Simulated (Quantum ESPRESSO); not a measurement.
# Collinear magnetic orders of CoO with Quantum ESPRESSO, part 2 of 2

A self-consistent run ends on one state, which hangs on the start. Several orders of CoO are started in Quantum ESPRESSO and their energies compared.

Quantum ESPRESSO 7.5; PBE with U = 4.38 eV on Co d (ortho-atomic projectors); plane waves with GBRV 1.5 PBE potentials, no spin-orbit coupling.

So far, absolute magnetization (μB): step 2 (run 1, typed as ferro +) 2.95.

## (3) Run 2, typed as antiferro q=(0,0,1/2) +−

The cell is doubled to 4 atoms to hold this order. The wavevector q is in fractions of the reciprocal vectors of the crystal's primitive cell, as the cells of these inputs are built from it; moments change sign between cells as cos(2π q·R).

pw.in

```
&CONTROL
  calculation = 'scf'
  prefix = 'pwscf'
  outdir = './tmp'
  pseudo_dir = './pseudo'
  disk_io = 'nowf'
  tprnfor = .true.
  tstress = .true.
/
&SYSTEM
  ibrav = 0
  nat = 4
  ntyp = 3
  ecutwfc = 40
  ecutrho = 280
  nbnd = 32
  occupations = 'smearing'
  smearing = 'fd'
  degauss = 0.00734986
  nspin = 2
  starting_magnetization(1) = 0.1765
  starting_magnetization(2) = -0.1765
  starting_magnetization(3) = 0
/
&ELECTRONS
  conv_thr = 8d-09
  electron_maxstep = 150
  mixing_beta = 0.3
/
ATOMIC_SPECIES
Co1    58.9332 co_pbe_v1.2.uspp.F.UPF
Co2    58.9332 co_pbe_v1.2.uspp.F.UPF
O      15.9990 o_pbe_v1.2.uspp.F.UPF
CELL_PARAMETERS bohr
   0.0000000000    4.0279512346    4.0279512346
   4.0279512346    0.0000000000    4.0279512346
   8.0559024693    8.0559024693    0.0000000000
ATOMIC_POSITIONS crystal
Co1     0.0000000000    0.0000000000    0.0000000000
Co2     0.0000000000    0.0000000000    0.5000000000
O       0.5000000000    0.5000000000    0.2500000000
O       0.5000000000    0.5000000000    0.7500000000
K_POINTS automatic
8 8 4 0 0 0
HUBBARD {ortho-atomic}
U Co1-3d 4.3800
U Co2-3d 4.3800
```

On the command line:

```sh
OMP_NUM_THREADS=1 mpirun -n 2 pw.x -nk 2 -in pw.in > pw.out
```

Output:

```text
[banner, memory and clock lines left out]
Program PWSCF v.7.5 starts

     Message from routine setup:
     using ibrav=0 with symmetry is DISCOURAGED, use correct ibrav instead

     bravais-lattice index     =            0
     lattice parameter (alat)  =       5.6964  a.u.
     unit-cell volume          =     261.4042 (a.u.)^3
     number of atoms/cell      =            4
     number of atomic types    =            3
     number of electrons       =        46.00
     number of Kohn-Sham states=           32
     kinetic-energy cutoff     =      40.0000  Ry
     charge density cutoff     =     280.0000  Ry
     scf convergence threshold =      8.0E-09
     mixing beta               =       0.3000
     number of iterations used =            8  plain     mixing
     Exchange-correlation= SLA  PW   PBE  PBE
                           (   1   4   3   4   0   0   0)
     Hubbard projectors: ortho-atomic
     Hubbard parameters of DFT+U (Dudarev formulation) in eV:
     U(Co1-3d) =  4.3800
     U(Co2-3d) =  4.3800

     Internal variables: lda_plus_u =T, lda_plus_u_kind = 0

     Internal variables: orbital_resolved =F, hub_pot_fix =F, apply_U = F

     celldm(1)=   5.696383  celldm(2)=   0.000000  celldm(3)=   0.000000
     celldm(4)=   0.000000  celldm(5)=   0.000000  celldm(6)=   0.000000

     crystal axes: (cart. coord. in units of alat)
               a(1) = (   0.000000   0.707107   0.707107 )
               a(2) = (   0.707107   0.000000   0.707107 )
               a(3) = (   1.414214   1.414214   0.000000 )

     reciprocal axes: (cart. coord. in units 2 pi/alat)
               b(1) = ( -0.707107  0.707107  0.707107 )
               b(2) = (  0.707107 -0.707107  0.707107 )
               b(3) = (  0.353553  0.353553 -0.353553 )

     PseudoPot. # 1 for Co read from file:
     co_pbe_v1.2.uspp.F.UPF
     Pseudo is Ultrasoft + core correction, Zval = 17.0

     PseudoPot. # 2 for Co read from file:
     co_pbe_v1.2.uspp.F.UPF
     Pseudo is Ultrasoft + core correction, Zval = 17.0

     PseudoPot. # 3 for O  read from file:
     o_pbe_v1.2.uspp.F.UPF
     Pseudo is Ultrasoft + core correction, Zval =  6.0

     atomic species   valence    mass     pseudopotential
     Co1              17.00    58.93320     Co( 1.00)
     Co2              17.00    58.93320     Co( 1.00)
     O                 6.00    15.99900     O ( 1.00)

     Starting magnetic structure
     atomic species   magnetization
     Co1             0.176
     Co2            -0.176
     O               0.000

     12 Sym. Ops., with inversion, found

   Cartesian axes

     site n.     atom                  positions (alat units)
         1        Co1    tau(   1) = (   0.0000000   0.0000000   0.0000000  )
         2        Co2    tau(   2) = (   0.7071068   0.7071068   0.0000000  )
         3        O      tau(   3) = (   0.7071068   0.7071068   0.7071068  )
         4        O      tau(   4) = (   1.4142136   1.4142136   0.7071068  )

     number of k points=    35  Fermi-Dirac smearing, width (Ry)=  0.0073
                       cart. coord. in units 2pi/alat
        k(    1) = (   0.0000000   0.0000000   0.0000000), wk =   0.0039062
        k(    2) = (   0.0883883   0.0883883  -0.0883883), wk =   0.0078125
        k(    3) = (  -0.1767767  -0.1767767   0.1767767), wk =   0.0039062
        k(    4) = (   0.0883883  -0.0883883   0.0883883), wk =   0.0234375
        k(    5) = (   0.1767767  -0.0000000   0.0000000), wk =   0.0234375
        [... 30 further k-points ...]

     Dense  grid:    20749 G-vectors     FFT dimensions: (  32,  32,  64)

     Smooth grid:     8953 G-vectors     FFT dimensions: (  24,  24,  45)

     Check: negative core charge=   -0.000039
     Generating pointlists ...
     new r_m :   0.2917 (alat units)  1.6615 (a.u.) for type    1
     new r_m :   0.2917 (alat units)  1.6615 (a.u.) for type    2
     new r_m :   0.2917 (alat units)  1.6615 (a.u.) for type    3

     Initial potential from superposition of free atoms

     starting charge      44.0000, renormalised to      46.0000

     STARTING HUBBARD OCCUPATIONS:

     =================== HUBBARD OCCUPATIONS ===================
     ------------------------ ATOM    1 ------------------------
     Tr[ns(  1)] (up, down, total) =   5.00000  2.00000  7.00000
     Atomic magnetic moment for atom   1 =   3.00000
     [... lines left out ...]
     ------------------------ ATOM    2 ------------------------
     Tr[ns(  2)] (up, down, total) =   2.00000  5.00000  7.00000
     Atomic magnetic moment for atom   2 =  -3.00000
     [... lines left out ...]
     Number of occupied Hubbard levels =   14.0000

     Atomic wfc used for Hubbard projectors are orthogonalized

     Starting wfcs are   34 randomized atomic wfcs

     Self-consistent Calculation

     iteration #  1     ecut=    40.00 Ry     beta= 0.30
     Davidson diagonalization with overlap
     ethr =  1.00E-02,  avg # of iterations =  2.9

     =================== HUBBARD OCCUPATIONS ===================
     ------------------------ ATOM    1 ------------------------
     Tr[ns(  1)] (up, down, total) =   4.66194  0.91813  5.58007
     Atomic magnetic moment for atom   1 =   3.74381
     [... lines left out ...]
     ------------------------ ATOM    2 ------------------------
     Tr[ns(  2)] (up, down, total) =   0.91797  4.66201  5.57997
     Atomic magnetic moment for atom   2 =  -3.74404
     [... lines left out ...]
     Number of occupied Hubbard levels =   11.1600

     total energy              =    -657.69534524 Ry
     estimated scf accuracy    <      11.68131549 Ry

     total magnetization       =    -0.00 Bohr mag/cell
     absolute magnetization    =     7.65 Bohr mag/cell

     iteration #  2     ecut=    40.00 Ry     beta= 0.30
     Davidson diagonalization with overlap
     ethr =  1.00E-02,  avg # of iterations =  2.5

     total energy              =    -659.73406361 Ry
     estimated scf accuracy    <       8.21086471 Ry

     total magnetization       =    -0.00 Bohr mag/cell
     absolute magnetization    =     2.74 Bohr mag/cell

     [... further iterations left out ...]

     iteration # 20     ecut=    40.00 Ry     beta= 0.30
     Davidson diagonalization with overlap
     ethr =  6.41E-11,  avg # of iterations =  1.0

     total energy              =    -661.14311024 Ry
     estimated scf accuracy    <       0.00000002 Ry

     total magnetization       =     0.00 Bohr mag/cell
     absolute magnetization    =     5.45 Bohr mag/cell

     iteration # 21     ecut=    40.00 Ry     beta= 0.30
     Davidson diagonalization with overlap
     ethr =  3.73E-11,  avg # of iterations =  1.0

     Magnetic moment per site  (integrated on atomic sphere of radius R)
     atom   1 (R=0.292)  charge= 14.6063  magn=  2.5569
     atom   2 (R=0.292)  charge= 14.6063  magn= -2.5569
     atom   3 (R=0.292)  charge=  5.7845  magn= -0.0000
     atom   4 (R=0.292)  charge=  5.7845  magn= -0.0000

     End of self-consistent calculation

     =================== HUBBARD OCCUPATIONS ===================
     ------------------------ ATOM    1 ------------------------
     Tr[ns(  1)] (up, down, total) =   4.96511  2.33434  7.29945
     Atomic magnetic moment for atom   1 =   2.63076
     [... lines left out ...]
     ------------------------ ATOM    2 ------------------------
     Tr[ns(  2)] (up, down, total) =   2.33435  4.96511  7.29946
     Atomic magnetic moment for atom   2 =  -2.63075
     [... lines left out ...]
     Number of occupied Hubbard levels =   14.5989

     [... lines left out ...]
     the Fermi energy is    13.0021 ev

!    total energy              =    -661.14311025 Ry
     estimated scf accuracy    <          5.4E-09 Ry
     smearing contrib. (-TS)   =      -0.01580475 Ry
     internal energy E=F+TS    =    -661.12730550 Ry

     The total energy is F=E-TS. E is the sum of the following terms:
     one-electron contribution =    -366.01174678 Ry
     hartree contribution      =     209.79459726 Ry
     xc contribution           =     -80.07227930 Ry
     ewald contribution        =    -425.12572344 Ry
     Hubbard energy            =       0.28784675 Ry

     total magnetization       =    -0.00 Bohr mag/cell
     absolute magnetization    =     5.45 Bohr mag/cell

     convergence has been achieved in  21 iterations

     Forces acting on atoms (cartesian axes, Ry/au):

     atom    1 type  1   force =     0.00000000   -0.00000000    0.00000000
     atom    2 type  2   force =    -0.00000000   -0.00000000    0.00000000
     atom    3 type  3   force =    -0.00000007   -0.00000007    0.00000007
     atom    4 type  3   force =     0.00000007    0.00000007   -0.00000007

     Total force =     0.000000     Total SCF correction =     0.000027
     SCF correction compared to forces is large: reduce conv_thr to get better values

     Computing stress (Cartesian axis) and pressure

          total   stress  (Ry/bohr**3)                   (kbar)     P=       18.02
   0.00012248   0.00022206  -0.00022206           18.02       32.67      -32.67
   0.00022206   0.00012248  -0.00022206           32.67       18.02      -32.67
  -0.00022206  -0.00022206   0.00012248          -32.67      -32.67       18.02
```

Wall time 90 s (2 MPI ranks of Arm Neoverse N1, shared host); peak memory 0.24 GiB; 3 min of CPU time.

Spin moment in the atom's sphere by atom:

```csv
atom,spin moment in the atom's sphere (μB)
Co1,2.56
Co2,-2.56
O3,0.00
O4,0.00
```

Numbers from this step:

* smearing term TS: 0.2150 eV
* pressure: 1.802 GPa
* magnetization: 0 μB
* absolute magnetization: 5.448 μB
* final state: antiferromagnetic

Spin density in the ac plane at fractional y = 0.000, with atoms of Co within 0.2 Å of it.

Ten even steps from '0' (-9.39 × 1e0 e/Å³) to '9' (9.39 × 1e0 e/Å³), each cell a mean:
```
8865555544555556
5655555544455555
5555555544445555
5555555544444455
5555555544555555
5554444455555555
4444444444444444
4445555554444444
4444555554444444
4444455554444444
2344445554444432
0134444555444431
1134444455444443
4344444455544444
4444444455554444
4444444455555544
4444444455444444
4445555544444444
5555555555555555
5554444445555555
5555444445555555
5555544445555555
7655554445555567
9865555444555568
```
Columns run along a (3.0 Å), rows up along c (6.0 Å). Atoms in or near the plane, at fractional coordinates: Co at (0.00, 0.00), Co at (0.00, 0.50).

Valence density in the ac plane at fractional y = 0.000, with atoms of Co within 0.2 Å of it. It is the smooth field of the valence electrons, not physical close to the nuclei.

Ten steps, logarithmic in the rise over the least value, from '_' (0 e/Å³) to '@' (48 e/Å³), each cell a mean:
```
@@@@%%**--..____________..--++##
**####++--..______________..--++
--======::..________________..::
__........______________________
________________________________
________________________________
________________________________
________________________........
::..__________________..::------
**==::..______________..--++****
%%##++::..____________..--**%%@@
@@@@##==::____________..::++##@@
@@@@%%**--..____________..--++##
**####++--..______________..--++
--======::..________________..::
__........______________________
________________________________
________________________________
________________________________
________________________........
::..__________________..::------
**==::..______________..--++****
%%##++::..____________..--**%%@@
@@@@##==::____________..::++##@@
```
Columns run along a (3.0 Å), rows up along c (6.0 Å). Atoms in or near the plane, at fractional coordinates: Co at (0.00, 0.00), Co at (0.00, 0.50).

## (4) Run 3 (antiferro q=(0,1/2,1/2) +−)

This order needs a doubled cell of 4 atoms.

Edit pw.in of step 3 so:

```diff
@@ -35,11 +35,11 @@
    0.0000000000    4.0279512346    4.0279512346
-   4.0279512346    0.0000000000    4.0279512346
-   8.0559024693    8.0559024693    0.0000000000
+   8.0559024693    0.0000000000    8.0559024693
+   8.0559024693    4.0279512346    4.0279512346
 ATOMIC_POSITIONS crystal
 Co1     0.0000000000    0.0000000000    0.0000000000
-Co2     0.0000000000    0.0000000000    0.5000000000
-O       0.5000000000    0.5000000000    0.2500000000
-O       0.5000000000    0.5000000000    0.7500000000
+Co2     0.0000000000    0.5000000000    0.0000000000
+O       0.5000000000    0.0000000000    0.5000000000
+O       0.5000000000    0.5000000000    0.5000000000
 K_POINTS automatic
-8 8 4 0 0 0
+8 4 8 0 0 0
 HUBBARD {ortho-atomic}
```

Output:

```text
     [... lines left out ...]
Program PWSCF v.7.5 starts
     [... lines left out ...]
     number of atoms/cell      =            4
     [... lines left out ...]
     number of electrons       =        46.00
     number of Kohn-Sham states=           32
     kinetic-energy cutoff     =      40.0000  Ry
     charge density cutoff     =     280.0000  Ry
     scf convergence threshold =      8.0E-09
     [... lines left out ...]
     16 Sym. Ops., with inversion, found
     [... lines left out ...]
     number of k points=    39  Fermi-Dirac smearing, width (Ry)=  0.0073
     [... lines left out ...]
     iteration # 18     ecut=    40.00 Ry     beta= 0.30
     [... lines left out ...]
     Magnetic moment per site  (integrated on atomic sphere of radius R)
     atom   1 (R=0.292)  charge= 14.6107  magn=  2.5422
     atom   2 (R=0.292)  charge= 14.6108  magn= -2.5422
     atom   3 (R=0.292)  charge=  5.7859  magn= -0.0288
     atom   4 (R=0.292)  charge=  5.7859  magn=  0.0288
     [... lines left out ...]
     Tr[ns(  1)] (up, down, total) =   4.95703  2.33460  7.29163
     [... lines left out ...]
     Tr[ns(  2)] (up, down, total) =   2.33461  4.95704  7.29165
     [... lines left out ...]
     the Fermi energy is    13.3899 ev
!    total energy              =    -661.15790208 Ry
     estimated scf accuracy    <          3.1E-09 Ry
     smearing contrib. (-TS)   =      -0.01248527 Ry
     [... lines left out ...]
     total magnetization       =    -0.00 Bohr mag/cell
     absolute magnetization    =     5.43 Bohr mag/cell
     convergence has been achieved in  18 iterations
     [... lines left out ...]
     Total force =     0.000000     Total SCF correction =     0.000000
     [... lines left out ...]
          total   stress  (Ry/bohr**3)                   (kbar)     P=       51.82
     [... lines left out ...]
```

It took 2.1 min on 2 MPI ranks; peak memory 0.26 GiB; 4.2 min of CPU time.

Spin moment in the atom's sphere by atom:

```csv
atom,spin moment in the atom's sphere (μB)
Co1,2.54
Co2,-2.54
O3,-0.03
O4,0.03
```

This step gave:

| Quantity | Value |
| --- | --- |
| smearing term TS | 0.1699 eV |
| pressure | 5.182 GPa |
| magnetization | 0 μB |
| absolute magnetization | 5.429 μB |
| final state | antiferromagnetic |

## (5) Start 4: no spin polarisation

pw.in

```
&CONTROL
  calculation = 'scf'
  prefix = 'pwscf'
  outdir = './tmp'
  pseudo_dir = './pseudo'
  disk_io = 'nowf'
  tprnfor = .true.
  tstress = .true.
/
&SYSTEM
  ibrav = 0
  nat = 2
  ntyp = 2
  ecutwfc = 40
  ecutrho = 280
  nbnd = 18
  occupations = 'smearing'
  smearing = 'fd'
  degauss = 0.00734986
/
&ELECTRONS
  conv_thr = 4d-09
  electron_maxstep = 150
  mixing_beta = 0.3
/
ATOMIC_SPECIES
Co     58.9332 co_pbe_v1.2.uspp.F.UPF
O      15.9990 o_pbe_v1.2.uspp.F.UPF
CELL_PARAMETERS bohr
   0.0000000000    4.0279512346    4.0279512346
   4.0279512346    0.0000000000    4.0279512346
   4.0279512346    4.0279512346    0.0000000000
ATOMIC_POSITIONS crystal
Co      0.0000000000    0.0000000000    0.0000000000
O       0.5000000000    0.5000000000    0.5000000000
K_POINTS automatic
8 8 8 0 0 0
HUBBARD {ortho-atomic}
U Co-3d 4.3800
```

Output:

```text
     [... lines left out ...]
Program PWSCF v.7.5 starts
     [... lines left out ...]
     number of atoms/cell      =            2
     [... lines left out ...]
     number of electrons       =        23.00
     number of Kohn-Sham states=           18
     kinetic-energy cutoff     =      40.0000  Ry
     charge density cutoff     =     280.0000  Ry
     scf convergence threshold =      4.0E-09
     [... lines left out ...]
     48 Sym. Ops., with inversion, found
     [... lines left out ...]
     number of k points=    29  Fermi-Dirac smearing, width (Ry)=  0.0073
     [... lines left out ...]
     iteration # 12     ecut=    40.00 Ry     beta= 0.30
     [... lines left out ...]
     Tr[ns(  1)] =   7.52539
     [... lines left out ...]
     the Fermi energy is    13.8577 ev
!    total energy              =    -330.51057292 Ry
     estimated scf accuracy    <          1.0E-10 Ry
     smearing contrib. (-TS)   =      -0.00554972 Ry
     [... lines left out ...]
     convergence has been achieved in  12 iterations
     [... lines left out ...]
     Total force =     0.000000     Total SCF correction =     0.000000
     [... lines left out ...]
          total   stress  (Ry/bohr**3)                   (kbar)     P=     -170.79
     [... lines left out ...]
```

The job ended after 7.7 s (2 MPI ranks; peak memory 0.14 GiB).

Numbers from this step:

```
smearing term TS : 0.07551 eV
pressure         : -17.08 GPa
final state      : non-magnetic (no spin polarisation)
```

## (6) Ranking

An order is kept where moments of 0.15 μB or more survive with the typed signs; meshes match where a doubled cell samples the same k points as the first cell.

Orders:

```csv
start,final state,typed order kept,energy over the lowest (meV a seeded atom),largest site moment (μB),net moment (μB a cell of the first run),mesh matched,CPU time (s)
ferro +,ferromagnetic,yes,122.3,2.58,2.919,yes,31.22
"antiferro q=(0,0,1/2) +-",antiferromagnetic,yes,100.6,2.557,0,yes,179.3
"antiferro q=(0,1/2,1/2) +-",antiferromagnetic,yes,0,2.542,0,yes,253.4
no spin polarisation,non-magnetic,-,930.3,0,0,yes,15.08
```

## (7) Fillings of the first corrected shells

```csv
start,type,spin,occupation numbers
ferro +,Co,up,0.990 0.990 0.995 0.995 0.995
ferro +,Co,down,0.113 0.113 0.699 0.699 0.699
"antiferro q=(0,0,1/2) +-",Co1,up,0.990 0.990 0.995 0.995 0.995
"antiferro q=(0,0,1/2) +-",Co1,down,0.127 0.127 0.682 0.682 0.715
"antiferro q=(0,0,1/2) +-",Co2,up,0.127 0.127 0.682 0.682 0.715
"antiferro q=(0,0,1/2) +-",Co2,down,0.990 0.990 0.995 0.995 0.995
"antiferro q=(0,1/2,1/2) +-",Co1,up,0.983 0.992 0.994 0.994 0.994
"antiferro q=(0,1/2,1/2) +-",Co1,down,0.101 0.110 0.568 0.568 0.987
"antiferro q=(0,1/2,1/2) +-",Co2,up,0.101 0.110 0.568 0.568 0.987
"antiferro q=(0,1/2,1/2) +-",Co2,down,0.983 0.992 0.994 0.994 0.994
```

## (8) What came out

* moments, largest by run: 2.58, 2.56, 2.54, 0 μB
* spread of the energies of the runs with moments: 122 meV a seeded atom

**Reading.** Under a U these runs seem to end in unlike orbital states: the fillings of their corrected shells differ, or their energies lie too far apart for exchange alone. The differences are then no exchange energies, and the ranking says little of the magnetic order. Seeding all runs from one set of occupation matrices is the usual remedy. Energies are free energies at an electronic temperature of 1160 K, which lowers moments and differences where the moments are itinerant. The smearing term is large for its width, so states at the Fermi level are partly filled: at this level the cell is a metal or has a gap of a few widths at most. Degenerate orbitals of a corrected shell are partly filled. Whether a state of lower symmetry lies under this one was not tested; under a U it often does.

[Logs and program files are shortened in this print: banners, set-up blocks, solver, clock and traceback lines can be left out without a mark of their own.]

[Logs are printed without paths, hosts, clocks, repeated set-up lines and the standing remarks that a program may print on its own settings, such as how far it seeks lower states.]

[Hosts, paths, dates, database ids (printed as entryN), source tags and the programs' standing remarks are cut or masked in the printed files.]

[Where a cell is said to come from a database of computed structures, the database is the Materials Project.]
